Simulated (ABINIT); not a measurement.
# AlBiS3 (Pm-3m): phonons by linear response, part 5 of 7

How does AlBiS3 (Pm-3m) vibrate, and is this structure a minimum?

ABINIT 10.8.3; DFT PBE, scalar-relativistic, plane waves, PseudoDojo norm-conserving pseudopotentials.

So far. Step 6 (Linear response at Γ): The acoustic modes at Γ come out as far as 2.2 cm⁻¹ from zero, where they should vanish, a small numerical error. The lowest optical mode is imaginary, 155i cm⁻¹, an instability at this level and on this k mesh. Step 7 (Zone-centre analysis): The rule moves no optical mode by more than 0.1 cm⁻¹. The relaxed cell has a = 4.665 Å (conventional setting).

The structure was built from a prototype and need not be the compound's stable phase.

## Step 10: Zone-centre response

The zone centre is solved again, so that all wavevectors share one k mesh.

Input file dfpt_gamma.abi:

```

# common to the responses
getwfk_filepath "gso_WFK"
kptopt 2
nqpt 1
qpt 0.0 0.0 0.0
asr 0
chneut 0

# displacements
rfphon 1
rfatpol 1 5
rfdir 1 1 1
tolvrs 1.0d-10
prtwf 0

# basis, mesh and filling
ecut 29.0
ngkpt 4 4 4
nshiftk 1
shiftk 0.0 0.0 0.0
istwfk *1
occopt 7
tsmear 0.01
nband 26
nstep 100
diemac 1000000.0
prtebands 0
prtgsr 0
useylm 1

# cell and atoms
acell 8.814935007 8.814935007 8.814935007
rprim 
    1.0 0.0 0.0
    0.0 1.0 0.0
    0.0 0.0 1.0
ntypat 3
znucl 83 13 16
natom 5
typat 1 2 3 3 3
xred 
    0.0 0.0 0.0
    0.5 0.5 0.5
    0.5 0.5 0.0
    0.5 0.0 0.5
    0.0 0.5 0.5
pp_dirpath "./pseudo"
pseudos "Bi.upf, Al.upf, S.upf"
```

Started as:

```sh
> OMP_NUM_THREADS=1 mpirun -n 4 abinit dfpt_gamma.abi > dfpt_gamma.log
```

Numbers of over 12 decimals in the logs are rounded to 6 here.

dfpt_gamma.abo, the main output file:

```text
[banners, grids, parts of the stress and lines that vanish by symmetry left out]
- input  file    -> dfpt_gamma.abi
- output file    -> dfpt_gamma.abo
- root for input  files -> dfpt_gammai
- root for output files -> dfpt_gammao

 Symmetries : space group Pm -3 m (#221); Bravais cP (primitive cubic)
================================================================================
 Values of the parameters that define the memory need of the present run (RF).
     intxc =       0      iscf =       7    lmnmax =      18     lnmax =       6
     mgfft =      45  mpssoang =       3    mqgrid =    3001     natom =       5
  nloc_mem =       1    nspden =       1   nspinor =       1    nsppol =       1
      nsym =      48    n1xccc =    2501    ntypat =       3    occopt =       7
   xclevel =       2
-    mband =          26        mffmem =           1         mkmem =           9
-   mkqmem =           9        mk1mem =           9           mpw =        5137
      nfft =       91125          nkpt =          36
- my_mband =          26
================================================================================
================================================================================

--------------------------------------------------------------------------------
------------- Echo of variables that govern the present computation ------------
--------------------------------------------------------------------------------
-
- outvars: echo of selected default values
-   iomode0 =  0 , fftalg0 =312 , wfoptalg0 =  0
-
- outvars: echo of global parameters not present in the input file
-  max_nthreads =    1
-
 -outvars: echo values of preprocessed input variables
 [... echo left out ...]
================================================================================

 chkinp: Checking input parameters for consistency.

[...]
== DATASET  1 ==================================================================
-   mpi_nproc: 4, omp_nthreads: 1 (-1 if OMP is not activated)

--- !DatasetInfo
iteration_state: {dtset: 1, }
dimensions: {natom: 5, nkpt: 36, mband: 26, nsppol: 1, nspinor: 1, nspden: 1, mpw: 5137, }
cutoff_energies: {ecut:  29.0, pawecutdg:  -1.0, }
electrons: {nelect:   3.60000000E+01, charge:   0.00000000E+00, occopt:   7.00000000E+00, tsmear:   1.00000000E-02, }
meta: {optdriver: 1, rfphon: 1, }
...

 mkfilename: getwfk from: gso_WFK

 Real(R)+Recip(G) space primitive vectors, cartesian coordinates (Bohr,Bohr^-1):
 R(1)=  8.8149350  0.0000000  0.0000000  G(1)=  0.1134438  0.0000000  0.0000000
 R(2)=  0.0000000  8.8149350  0.0000000  G(2)=  0.0000000  0.1134438  0.0000000
 R(3)=  0.0000000  0.0000000  8.8149350  G(3)=  0.0000000  0.0000000  0.1134438
 Unit cell volume ucvol=  6.8494759E+02 bohr^3
 Angles (23,13,12)=  9.00000000E+01  9.00000000E+01  9.00000000E+01 degrees
 setup1 : take into account q-point for computing boxcut.

 getcut: wavevector=  0.0000  0.0000  0.0000  ngfft=  45  45  45
         ecut(hartree)=     29.000   => boxcut(ratio)=   2.05906

--- Pseudopotential description ------------------------------------------------
- pspini: atom type   1  psp file is ./pseudo/Bi.upf

- pspini: atom type   2  psp file is ./pseudo/Al.upf

- pspini: atom type   3  psp file is ./pseudo/S.upf

   2.67324941E+03                                ecore*ucvol(ha*bohr**3)
--------------------------------------------------------------------------------

 ==>  initialize data related to q vector <==

 The list of irreducible perturbations for this q vector is:
    1)    idir= 1    ipert=   1
    2)    idir= 1    ipert=   2
    3)    idir= 1    ipert=   3
    4)    idir= 3    ipert=   3

[...]
The perturbation idir=   2  ipert=   1 is
 symmetric of a previously calculated perturbation.
 So, its SCF calculation is not needed.

 The perturbation idir=   3  ipert=   1 is
 symmetric of a previously calculated perturbation.
 So, its SCF calculation is not needed.

 The perturbation idir=   2  ipert=   2 is
 symmetric of a previously calculated perturbation.
 So, its SCF calculation is not needed.

 The perturbation idir=   3  ipert=   2 is
 symmetric of a previously calculated perturbation.
 So, its SCF calculation is not needed.

[...]
The perturbation idir=   2  ipert=   5 is
 symmetric of a previously calculated perturbation.
 So, its SCF calculation is not needed.

 The perturbation idir=   3  ipert=   5 is
 symmetric of a previously calculated perturbation.
 So, its SCF calculation is not needed.

--------------------------------------------------------------------------------
 Perturbation wavevector (in red.coord.)   0.000000  0.000000  0.000000
 Perturbation : displacement of atom   1   along direction   1
 Found     8 symmetries that leave the perturbation invariant.

[...]
dfpt_looppert : total number of electrons, from k and k+q
  fully or partially occupied states are    3.600000E+01 and    3.600000E+01.
 Initialisation of the first-order wave-functions :
  ireadwf=   0

--- !BeginCycle
iteration_state: {dtset: 1, }
solver: {iscf: 7, nstep: 100, nline: 4, wfoptalg: 0, }
tolerances: {tolvrs: 1.00E-10, }
...

     iter   2DEtotal(Ha)        deltaE(Ha) residm    vres2
-ETOT  1  0.774650     -1.891E+04 2.855E+01 3.736E+02
 ETOT  2  -2.688409     -3.463E+00 7.948E-01 1.982E+02
 ETOT  3  -2.774198     -8.579E-02 4.828E-01 3.807E+00
 ETOT  4  -2.775006     -8.081E-04 6.685E-01 1.295E+00
 ETOT  5  -2.775577     -5.717E-04 1.525E-01 4.548E-03
[...]
At SCF step   11       vres2   =  4.87E-12 < tolvrs=  1.00E-10 =>converged.
[...]
Mean square residual over all n,k,spin=   16.633E-05; max=  71.839E-03

 Thirteen components of 2nd-order total energy (hartree) are
 1,2,3: 0th-order hamiltonian combined with 1st-order wavefunctions
     kin0=   2.23511409E+04 eigvalue=   2.57336537E+03  local=  -1.27950467E+04
 4,5,6: 1st-order hamiltonian combined with 1st and 0th-order wfs
 loc psp =  -5.57357568E+03  Hartree=   1.77856436E+03     xc=  -2.99129310E+02
 note that "loc psp" includes a xc core correction that could be resolved
 7,8,9: eventually, occupation + non-local contributions
    edocc=   2.52541454E+01     enl0=   5.28345716E+03   enl1=  -3.22616363E+04
 1-9 gives the relaxation energy (to be shifted if some occ is /=2.0)
   erelax=  -1.89176060E+04
 10,11,12 Non-relaxation  contributions : frozen-wavefunctions and Ewald
 fr.local=   2.51113523E+03 fr.nonlo=   1.61199683E+04  Ewald=   1.49685609E+02
 13,14 Frozen wf xc core corrections (1) and (2)
 frxc 1  =  -6.49967666E+02  frxc 2 =   7.84008889E+02
 Resulting in :
 2DEtotal=   -0.2775578478E+01 Ha. Also 2DEtotal=   -0.755273380208E+02 eV
    (2DErelax=   -1.8917605980E+04 Ha. 2DEnonrelax=    1.8914830402E+04 Ha)
    (  non-var. 2DEtotal :   -2.7755793872E+00 Ha)

[...]
Perturbation wavevector (in red.coord.)   0.000000  0.000000  0.000000
 Perturbation : displacement of atom   2   along direction   1
 Found     8 symmetries that leave the perturbation invariant.

[...]
dfpt_looppert : total number of electrons, from k and k+q
  fully or partially occupied states are    3.600000E+01 and    3.600000E+01.
 Initialisation of the first-order wave-functions :
  ireadwf=   0

--- !BeginCycle
iteration_state: {dtset: 1, }
solver: {iscf: 7, nstep: 100, nline: 4, wfoptalg: 0, }
tolerances: {tolvrs: 1.00E-10, }
...

     iter   2DEtotal(Ha)        deltaE(Ha) residm    vres2
-ETOT  1   7.229424     -4.862E+01 7.295E-01 5.454E+03
[...]
At SCF step   12       vres2   =  2.21E-11 < tolvrs=  1.00E-10 =>converged.
[...]
Mean square residual over all n,k,spin=   13.222E-06; max=  57.121E-04

 Thirteen components of 2nd-order total energy (hartree) are
 1,2,3: 0th-order hamiltonian combined with 1st-order wavefunctions
     kin0=   4.19073975E+01 eigvalue=  -9.76681757E-01  local=  -2.23377673E+01
 4,5,6: 1st-order hamiltonian combined with 1st and 0th-order wfs
 loc psp =  -3.54812276E+01  Hartree=   1.32534323E+01     xc=  -3.32152897E+00
 note that "loc psp" includes a xc core correction that could be resolved
 7,8,9: eventually, occupation + non-local contributions
    edocc=   2.98672322E+00     enl0=   1.88195030E+01   enl1=  -6.51809285E+01
 1-9 gives the relaxation energy (to be shifted if some occ is /=2.0)
   erelax=  -5.03310780E+01
 10,11,12 Non-relaxation  contributions : frozen-wavefunctions and Ewald
 fr.local=  -3.95424839E+01 fr.nonlo=   5.04740537E+01  Ewald=   4.70440485E+01
 13,14 Frozen wf xc core corrections (1) and (2)
 frxc 1  =  -7.21686616E+00  frxc 2 =   5.09426016E+00
 Resulting in :
 2DEtotal=    0.5521934292E+01 Ha. Also 2DEtotal=    0.150259486855E+03 eV
    (2DErelax=   -5.0331078040E+01 Ha. 2DEnonrelax=    5.5853012333E+01 Ha)
    (  non-var. 2DEtotal :    5.5219342719E+00 Ha)

[...]
Perturbation wavevector (in red.coord.)   0.000000  0.000000  0.000000
 Perturbation : displacement of atom   3   along direction   1
 Found     4 symmetries that leave the perturbation invariant.

[...]
dfpt_looppert : total number of electrons, from k and k+q
  fully or partially occupied states are    3.600000E+01 and    3.600000E+01.
 Initialisation of the first-order wave-functions :
  ireadwf=   0

--- !BeginCycle
iteration_state: {dtset: 1, }
solver: {iscf: 7, nstep: 100, nline: 4, wfoptalg: 0, }
tolerances: {tolvrs: 1.00E-10, }
...

     iter   2DEtotal(Ha)        deltaE(Ha) residm    vres2
-ETOT  1 -4.26276246789143E-02 -5.511E+02 3.528E+00 1.538E+03
[...]
At SCF step   11       vres2   =  5.02E-11 < tolvrs=  1.00E-10 =>converged.
[...]
Mean square residual over all n,k,spin=   22.648E-05; max=  98.422E-03

 Thirteen components of 2nd-order total energy (hartree) are
 1,2,3: 0th-order hamiltonian combined with 1st-order wavefunctions
     kin0=   4.89260988E+02 eigvalue=  -1.40436955E+01  local=  -3.38622297E+02
 4,5,6: 1st-order hamiltonian combined with 1st and 0th-order wfs
 loc psp =  -4.25060864E+02  Hartree=   1.56349361E+02     xc=  -4.73547338E+01
 note that "loc psp" includes a xc core correction that could be resolved
 7,8,9: eventually, occupation + non-local contributions
    edocc=   2.53713897E+01     enl0=   2.81043678E+02   enl1=  -6.78948518E+02
 1-9 gives the relaxation energy (to be shifted if some occ is /=2.0)
   erelax=  -5.52004690E+02
 10,11,12 Non-relaxation  contributions : frozen-wavefunctions and Ewald
 fr.local=   1.44500977E+02 fr.nonlo=   3.40994161E+02  Ewald=   8.13701536E+01
 13,14 Frozen wf xc core corrections (1) and (2)
 frxc 1  =  -6.81066362E+01  frxc 2 =   5.23269712E+01
 Resulting in :
 2DEtotal=   -0.9190632857E+00 Ha. Also 2DEtotal=   -0.250089860516E+02 eV
    (2DErelax=   -5.5200469026E+02 Ha. 2DEnonrelax=    5.5108562698E+02 Ha)
    (  non-var. 2DEtotal :   -9.1906368904E-01 Ha)

[...]
Perturbation wavevector (in red.coord.)   0.000000  0.000000  0.000000
 Perturbation : displacement of atom   3   along direction   3
 Found     8 symmetries that leave the perturbation invariant.

--------------------------------------------------------------------------------

--------------------------------------------------------------------------------

 dfpt_looppert : total number of electrons, from k and k+q
  fully or partially occupied states are    3.600000E+01 and    3.600000E+01.
 Initialisation of the first-order wave-functions :
  ireadwf=   0

--- !BeginCycle
iteration_state: {dtset: 1, }
solver: {iscf: 7, nstep: 100, nline: 4, wfoptalg: 0, }
tolerances: {tolvrs: 1.00E-10, }
...

     iter   2DEtotal(Ha)        deltaE(Ha) residm    vres2
-ETOT  1   14.042381820049     -5.731E+02 3.674E+00 7.551E+03
[...]
ETOT 11   10.959470204235      7.844E-12 2.697E-02 4.507E-10
 ETOT 12   10.959470204219     -1.671E-11 6.838E-02 2.260E-11

 At SCF step   12       vres2   =  2.26E-11 < tolvrs=  1.00E-10 =>converged.
[...]
Mean square residual over all n,k,spin=   15.828E-05; max=  68.377E-03

 Thirteen components of 2nd-order total energy (hartree) are
 1,2,3: 0th-order hamiltonian combined with 1st-order wavefunctions
     kin0=   4.78662803E+02 eigvalue=  -7.17021675E+00  local=  -3.23204841E+02
 4,5,6: 1st-order hamiltonian combined with 1st and 0th-order wfs
 loc psp =  -4.21852973E+02  Hartree=   1.69717687E+02     xc=  -4.68274023E+01
 note that "loc psp" includes a xc core correction that could be resolved
 7,8,9: eventually, occupation + non-local contributions
    edocc=   4.18080607E+01     enl0=   2.63220582E+02   enl1=  -7.30560371E+02
 1-9 gives the relaxation energy (to be shifted if some occ is /=2.0)
   erelax=  -5.76206672E+02
 10,11,12 Non-relaxation  contributions : frozen-wavefunctions and Ewald
 fr.local=   1.36043276E+02 fr.nonlo=   3.74331387E+02  Ewald=   9.38635938E+01
 13,14 Frozen wf xc core corrections (1) and (2)
 frxc 1  =  -6.75576968E+01  frxc 2 =   5.04855816E+01
 Resulting in :
 2DEtotal=    0.1095947020E+02 Ha. Also 2DEtotal=    0.298222376778E+03 eV
    (2DErelax=   -5.7620667161E+02 Ha. 2DEnonrelax=    5.8716614181E+02 Ha)
    (  non-var. 2DEtotal :    1.0959469869E+01 Ha)

[...]
---- first-order wavefunction calculations are completed ----

 ==> Compute Derivative Database <==

 [... matrices left out ...]
  Phonon wavevector (reduced coordinates) :  0.00000  0.00000  0.00000
 Phonon energies in Hartree :
  -6.270032E-04 -6.270032E-04 -6.270032E-04 -5.239875E-04 -5.239875E-04
  -5.239875E-04  4.877224E-06  4.877224E-06  4.877225E-06  4.981897E-04
   4.981897E-04  4.981897E-04  1.943917E-03  1.943917E-03  1.943917E-03
 Phonon frequencies in cm-1    :
- -1.376113E+02 -1.376113E+02 -1.376113E+02 -1.150020E+02 -1.150020E+02
- -1.150020E+02  1.070427E+00  1.070427E+00  1.070427E+00  1.093400E+02
-  1.093400E+02  1.093400E+02  4.266405E+02  4.266405E+02  4.266405E+02

== END DATASET(S) ==============================================================
================================================================================

 -outvars: echo values of variables after computation
            acell      8.8149350070E+00  8.8149350070E+00  8.8149350070E+00 Bohr
           etotal      1.0959470204E+01
            fcart      0.0000000000E+00  0.0000000000E+00  0.0000000000E+00
           strten      0.0000000000E+00  0.0000000000E+00  0.0000000000E+00
================================================================================
```

It took 6.1 min on 4 MPI ranks of Intel Xeon at 2.50GHz (Skylake/Cascade Lake), shared host; 24 min of CPU time.

This step gave:

```yaml
largest_acoustic_frequency_at_the_zone_centre_before_the_sum_rule: 1.07 cm⁻¹
highest_optical_zone_centre_mode_no_lo_to_term: 426.6 cm⁻¹
lowest_optical_zone_centre_mode: -137.6 cm⁻¹
```

The acoustic modes at Γ come out as far as 1.1 cm⁻¹ from zero, where they should vanish, a small numerical error. The lowest optical mode is imaginary, 138i cm⁻¹, an instability at this level and on this k mesh.

[end of part 5 of 7]

[Host names and launcher messages were left out of these logs when they were recorded.]

[Logs are printed without paths, hosts, clocks, repeated set-up lines and the standing remarks that a program may print on its own settings, such as how far it seeks lower states.]

[Hosts, paths, dates, database ids (printed as entryN), source tags and the programs' standing remarks are cut or masked in the printed files.]
